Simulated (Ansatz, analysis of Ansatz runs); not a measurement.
**Reproducing a measured local vibrational mode: Cu-H pair in ZnO**

How near does this set-up come to the measured local vibrational mode? Subject: Cu-H pair in ZnO. Set-up: r2SCAN, 72-site cell, r2SCAN lattice, 500 eV, k: the single point 1/4 1/4 1/4, anharmonic cut along the mode. The model is a cell of 72 host atoms with Cu put on another atom's site and H put in between. The frequencies come from force constants among the defect atom and its neighbours, with the masses of the isotopes named. A meta-GGA costs about twice a GGA and mends lattice constants and part of the gap.

What was measured. O-H stretch, 1H: 3191.8 cm⁻¹, by IR absorption (quoted in “Hydrogen-related defects in hydrothermally grown ZnO studied by Fourier Transform Infrared Spectroscopy”, 2010, Halvard Haug, quoting earlier work (1978)). O-D stretch, 2H: 2379 cm⁻¹, by IR absorption (quoted in “Hydrogen-related defects in hydrothermally grown ZnO studied by Fourier Transform Infrared Spectroscopy”, 2010, Halvard Haug, quoting earlier work (1978)). The runs below try to reproduce this.

Calculated with Ansatz 0.2.0; plane-wave PAW DFT, r2SCAN; relaxation of all atoms of a defect supercell.

Most raw output is cut from this account.

### Step 1. Starting point

The cell holds 73 atoms: 35 Zn, 36 O, 1 Cu and 1 H. Its edges and angles: a = 9.706 Å, b = 9.706 Å, c = 10.422 Å, α = 90.0°, β = 90.0°, γ = 120.0°. It derives from ZnO (space group P6_3mc). Nearest the centre at fractional (0.521, 0.375, 0.481): H73 at 0.62 Å, Cu38 at 1.07 Å, O28 at 1.60 Å, O39 at 2.25 Å, O60 at 2.26 Å, O36 at 2.26 Å, Zn25 at 2.73 Å, Zn30 at 2.75 Å.

The host's primitive cell comes from a first run (plane-wave PAW DFT, r2SCAN; relaxation of the host's cell and atoms): vectors of 3.235, 3.235 and 5.211 Å. That is 11.81 Å³ an atom, 0.8 % under the diffraction cell's volume. The supercell is built on it.

### Step 2. Relaxation, charge 0

Every later number rests on the structure around the defect, so the atoms are relaxed at the host's lattice first.

relax/input.yaml reads:

```yaml
relax:
  f_tol: 0.01
  max_steps: 80
  random_displacement: { amplitude: 0.02, seed: 265 }
crystal:
  lattice:
    - [9.70585879, 0.0, 0.0]
    - [-4.85292939, 8.40552028, 0.0]
    - [0.0, 0.0, 10.42205779]
  atoms:
    - { symbol: Zn, position: [0.111111111, 0.222222222, 0.249833671] }
    - { symbol: Zn, position: [0.222222222, 0.111111111, -0.000166329] }
    - { symbol: O, position: [0.222222222, 0.111111111, 0.189671329] }
    - { symbol: O, position: [0.111111111, 0.222222222, 0.439671329] }
    - { symbol: Zn, position: [0.111111111, 0.222222222, 0.749833671] }
    - { symbol: Zn, position: [0.222222222, 0.111111111, 0.499833671] }
    - { symbol: O, position: [0.222222222, 0.111111111, 0.689671329] }
    - { symbol: O, position: [0.111111111, 0.222222222, 0.939671329] }
[... 61 atom lines left out ...]
    - { symbol: Zn, position: [0.888888889, 0.777777778, 0.499833671] }
    - { symbol: O, position: [0.888888889, 0.777777778, 0.689671329] }
    - { symbol: O, position: [0.777777778, 0.888888889, 0.939671329] }
    - { symbol: H, position: [0.485994001, 0.305320999, 0.462293329] }
basis:
  ecutwfc: 500
  xc_grid: 2
hamiltonian:
  xc: r2scan
kpoints:
  mp_grid: { grid: [1, 1, 1], shift: [0.25, 0.25, 0.25] }
scf:
  occupations: { method: fermi_dirac, width: 0.01 }
  max_iter: 120
output:
  forces: true
checkpoint:
  write: "../relax.run"
  compress: false
  write_wavefunctions: true
  write_every: 100000
```

On the command line:

```console
$ ansatz run input.yaml --threads 8 --pin off --max-ram 14131MiB --backend cpu --events-out ev --progress --plain --runs-dir out
```

Run time: 2.6 min. Hardware: 8 threads of AMD EPYC 7B13 (Zen 3), shared host; peak memory 3.1 GiB.

Relaxation path:

```csv
step,energy less that of the first step (eV),largest force component (eV/Å)
1,0.0000,1.6104
2,-0.4402,0.9569
3,-0.7108,0.2207
4,-0.7212,0.1889
5,-0.7311,0.2003
6,-0.7514,0.1284
7,-0.7636,0.0633
8,-0.7644,0.1619
9,-0.7660,0.0662
10,-0.7670,0.0166
11,-0.7670,0.0029
```

The atoms that moved most (Å, from the sites as typed, ahead of the random displacement, the mean shift of all atoms taken out):

```csv
atom,dx,dy,dz,length
Cu38,0.355,0.107,0.288,0.469
O39,-0.079,0.004,0.197,0.212
O60,0.105,0.086,-0.118,0.180
Zn25,-0.008,-0.033,-0.160,0.164
Zn6,-0.089,-0.055,0.026,0.108
Zn37,-0.087,0.036,0.031,0.099
H73,-0.041,0.061,-0.063,0.097
Zn30,0.070,-0.057,0.017,0.092
```

The atoms nearest to the centre after the run:

```csv
atom,distance (Å)
H73,0.580
Cu38,1.335
O28,1.558
O36,2.206
O60,2.417
O39,2.450
Zn30,2.837
Zn6,2.849
Zn25,2.881
```

Neighbours of the added atoms: H73: O28 0.99, Cu38 1.91, Zn25 2.44 Å.

Read from the output:

- free energy: -143537.2555 eV

The relaxation ends 11 meV an atom lower than the displaced start, with a largest force component of 0.0029 eV/Å.

### Step 3. Local vibrational modes

A local mode lives on the defect and the atoms next to it, so only the sites listed in the input are displaced, which costs far fewer SCF runs than the whole cell would.

This step: plane-wave PAW DFT, r2SCAN; finite-displacement force constants among the atoms nearest to a defect, the others at rest.

modes/input.yaml reads:

```yaml
crystal:
  lattice:
    - [9.70585879, 0.0, 0.0]
    - [-4.85292939, 8.40552028, 0.0]
    - [0.0, 0.0, 10.42205779]
  atoms:
    - { symbol: Zn, position: [0.109847316, 0.222471649, 0.249688706] }
    - { symbol: Zn, position: [0.218935676, 0.109840658, -0.001583435] }
[... 3 atom lines left out ...]
    - { symbol: Zn, position: [0.20977661, 0.104939736, 0.502635522] }
[... 18 atom lines left out ...]
    - { symbol: Zn, position: [0.441691087, 0.218701321, 0.234788368] }
[... 2 atom lines left out ...]
    - { symbol: O, position: [0.431502925, 0.200526801, 0.430067259] }
    - { symbol: Zn, position: [0.441126261, 0.220753259, 0.751587841] }
    - { symbol: Zn, position: [0.559425897, 0.104706176, 0.501807828] }
[... 2 atom lines left out ...]
    - { symbol: Zn, position: [0.44555957, 0.55296238, 0.254949687] }
[... 1 atom line left out ...]
    - { symbol: O, position: [0.55320976, 0.441591823, 0.185993551] }
    - { symbol: O, position: [0.44776596, 0.552574133, 0.441553962] }
[... 1 atom line left out ...]
    - { symbol: Cu, position: [0.623907208, 0.508338094, 0.541499411] }
    - { symbol: O, position: [0.547745729, 0.445321996, 0.708855557] }
[... 20 atom lines left out ...]
    - { symbol: O, position: [0.793725872, 0.566216739, 0.428692591] }
[... 12 atom lines left out ...]
    - { symbol: H, position: [0.485474144, 0.313020363, 0.456594933] }
basis:
  ecutwfc: 500
  xc_grid: 2
hamiltonian:
  xc: r2scan
kpoints:
  mp_grid: { grid: [1, 1, 1], shift: [0.25, 0.25, 0.25] }
scf:
  occupations: { method: fermi_dirac, width: 0.01 }
  max_iter: 120
output: {}
checkpoint:
  read: "../relax.run"
phonons:
  supercell: [1, 1, 1]
  displaced_sites: [5, 24, 27, 37, 72]
```

Wall time 8 min (8 threads); peak memory 3 GiB; 59 min of CPU time.

Numbers from this step:

| Item | Value |
| --- | --- |
| free energy | -143537.2555 eV |

The modes with the largest weight on the probed atoms (the light atom of a pair), for the masses of each isotope. Modes of the displaced atoms (local only where they lie over the host's phonons):

```csv
isotopes,mode (cm⁻¹),share of the defect atoms
H,3291,0.942
H,788,0.944
H,741.9,0.911
D,2396,0.888
D,578.4,0.807
D,555.8,0.717
```

### Step 4. Point 1 along the mode

A light atom samples the curved part of its well, so the energy is mapped along the mode and the one-dimensional Schrödinger equation solved on it.

This step: plane-wave PAW DFT, r2SCAN; single point of a defect supercell.

cut0/input.yaml reads:

```yaml
crystal:
  lattice:
    - [9.70585879, 0.0, 0.0]
    - [-4.85292939, 8.40552028, 0.0]
    - [0.0, 0.0, 10.42205779]
  atoms:
    - { symbol: Zn, position: [0.109847316, 0.222471649, 0.249688706] }
    - { symbol: Zn, position: [0.218935676, 0.109840658, -0.001583435] }
[... 3 atom lines left out ...]
    - { symbol: Zn, position: [0.209788993, 0.104947202, 0.502632304] }
[... 18 atom lines left out ...]
    - { symbol: Zn, position: [0.441691375, 0.218702029, 0.234798777] }
[... 2 atom lines left out ...]
    - { symbol: O, position: [0.432498268, 0.202615581, 0.430558181] }
    - { symbol: Zn, position: [0.441126261, 0.220753259, 0.751587841] }
    - { symbol: Zn, position: [0.559425897, 0.104706176, 0.501807828] }
[... 2 atom lines left out ...]
    - { symbol: Zn, position: [0.44555957, 0.55296238, 0.254949687] }
[... 1 atom line left out ...]
    - { symbol: O, position: [0.55320976, 0.441591823, 0.185993551] }
    - { symbol: O, position: [0.44776596, 0.552574133, 0.441553962] }
[... 1 atom line left out ...]
    - { symbol: Cu, position: [0.623897576, 0.508328652, 0.541492971] }
    - { symbol: O, position: [0.547745729, 0.445321996, 0.708855557] }
[... 20 atom lines left out ...]
    - { symbol: O, position: [0.793725872, 0.566216739, 0.428692591] }
[... 12 atom lines left out ...]
    - { symbol: H, position: [0.469620943, 0.279464423, 0.448844477] }
basis:
  ecutwfc: 500
  xc_grid: 2
hamiltonian:
  xc: r2scan
kpoints:
  mp_grid: { grid: [1, 1, 1], shift: [0.25, 0.25, 0.25] }
scf:
  occupations: { method: fermi_dirac, width: 0.01 }
  max_iter: 120
output:
  forces: true
checkpoint:
  read: "../relax.run"
```

It took 20 s on 8 threads; peak memory 2.8 GiB; 2.4 min of CPU time.

This step gave:

```
free energy : -143532.5612 eV
```

The other runs of this kind differ in structure, charge or spin alone:

```csv
run,outcome,energy less the first (eV),moment (μB),time
point 1 along the mode,converged,0.0000,0.00,20 s
point 2 along the mode,converged,-2.7751,0.00,18 s
point 3 along the mode,converged,-3.9795,0.00,18 s
point 4 along the mode,converged,-4.5515,0.00,19 s
point 5 along the mode,converged,-4.6015,0.00,17 s
point 6 along the mode,converged,-4.3926,0.00,18 s
point 7 along the mode,converged,-4.1559,0.00,18 s
point 8 along the mode,converged,-3.8763,0.00,18 s
point 9 along the mode,converged,-3.6031,0.00,19 s
```

### Step 5. Anharmonic fundamental

Analysis of the runs above: one-dimensional Schroedinger equation on a polynomial through r2SCAN energies along the local mode.

It gives:

```yaml
stretch: 3025 cm⁻¹
stretch_d: 2243 cm⁻¹
stretch_harmonic: 3291 cm⁻¹
stretch_d_harmonic: 2395 cm⁻¹
```

Table of energy by normal coordinate:

```csv
normal coordinate (amu½ Å),energy (eV)
-0.304,4.69
-0.223,1.92
-0.152,0.715
-0.076,0.143
0.000,0
0.076,0.0927
0.152,0.302
0.223,0.538
0.304,0.818
0.385,1.09
```

### Step 6. Results

```yaml
distance_from_the_defect_atom_to_its_nearest_neighbour: 0.985 Å
o_h_stretch_1h: 3025 cm⁻¹
o_d_stretch_2h: 2243 cm⁻¹
time_of_the_whole_chain: 14 min on 8 threads
```

What this shows: O-H stretch, 1H: computed 3025 cm⁻¹, measured 3191.8 cm⁻¹; 167 cm⁻¹ (5 %) below the measurement. O-D stretch, 2H: computed 2243 cm⁻¹, measured 2379 cm⁻¹; 136 cm⁻¹ (6 %) below the measurement. The anharmonic cut moves the O-H stretch, 1H from 3291 to 3025 cm⁻¹; a straight cut leaves out the coupling to the other modes. Only the named neighbours move, so modes near the host's band are approximate.

[Logs are printed without paths, hosts, clocks, repeated set-up lines and the standing remarks that a program may print on its own settings, such as how far it seeks lower states.]

[Hosts, paths, dates, database ids (printed as entryN), source tags and the programs' standing remarks are cut or masked in the printed files.]

[For some hosts the program warned that the k-mesh of the response run may be too coarse for force constants and the static dielectric constant; such warnings are not shown here.]
